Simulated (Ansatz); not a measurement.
Sn (I4_1/amd): Drude plasma energy along x against volume

The cell of Sn (I4_1/amd) is scaled evenly and the response computed anew at each volume, on one mesh. x, y and z are the Cartesian axes of the input cell.

The structure is tetragonal, space group I4_1/amd (No. 141). Conventional cell: a = 5.839 Å, b = 5.839 Å, c = 3.188 Å, α = 90.00°, β = 90.00°, γ = 90.00°. Around Sn on site a lie 6 Sn at 3.03 to 3.19 Å.

Method: Ansatz 0.2.0, PBE, independent particles, k-mesh 14×14×14 with interpolation inside its cells, Gaussian parameter 0.1 eV.

Launch of the response step: `ansatz run input.yaml --threads 4 --pin off --max-ram 8192MiB --backend cpu --events-out ev --progress --plain --runs-dir out`. The series took 12.7 min in all, on 4 threads of Intel(R) Xeon(R) Processor @ 2.50GHz (Skylake/Cascade Lake) (shared host).

```tsv
V/V₀	V (Å³, primitive cell)	Drude plasma energy along x (eV)
0.94	51.08	9.587
0.96	52.17	9.500
0.98	53.26	9.419
1.00	54.34	9.340
1.02	55.43	9.262
1.04	56.52	9.188
1.06	57.60	?
```

For small changes the quantity should be close to linear in ln V.

Working, on the rows shown:

| x = ln(V/V₀) | y = Drude plasma energy along x |
| --- | --- |
| -0.0618754 | 9.587 |
| -0.040822 | 9.5 |
| -0.0202027 | 9.419 |
| 0 | 9.34 |
| 0.0198026 | 9.262 |
| 0.0392207 | 9.188 |

Means: x̄ = -0.010646, ȳ = 9.3827. Σ(x − x̄)(y − ȳ) = -0.02819, Σ(x − x̄)² = 0.007154. Slope = -0.02819 / 0.007154 = -3.941; intercept = ȳ − slope · x̄ = 9.3407. The line misses the rows shown by at most 0.0024 eV.

Question: Predict the last column of the withheld row from the fit.

Answer: At x = 0.058269 the line gives y = 9.1111 eV. The run gave 9.112 eV, so the extrapolation is off by 0.00092 eV, 0.2 % of the range in the table.

Between the rows on either side of x = 0 the slope is (9.262 − 9.419) / (0.019803 − (-0.020203)) = -3.924. So d ln ωp/d ln V = -0.42; free electrons would give −0.50. The cell comes from an older database entry, whose edges can be off by a per cent or so. The values come from a sum over the points of one k-mesh and carry its error, which is largest for Fermi-surface quantities. Spin-orbit coupling is left out.

[Logs are printed without paths, hosts, clocks, repeated set-up lines and the standing remarks that a program may print on its own settings, such as how far it seeks lower states.]
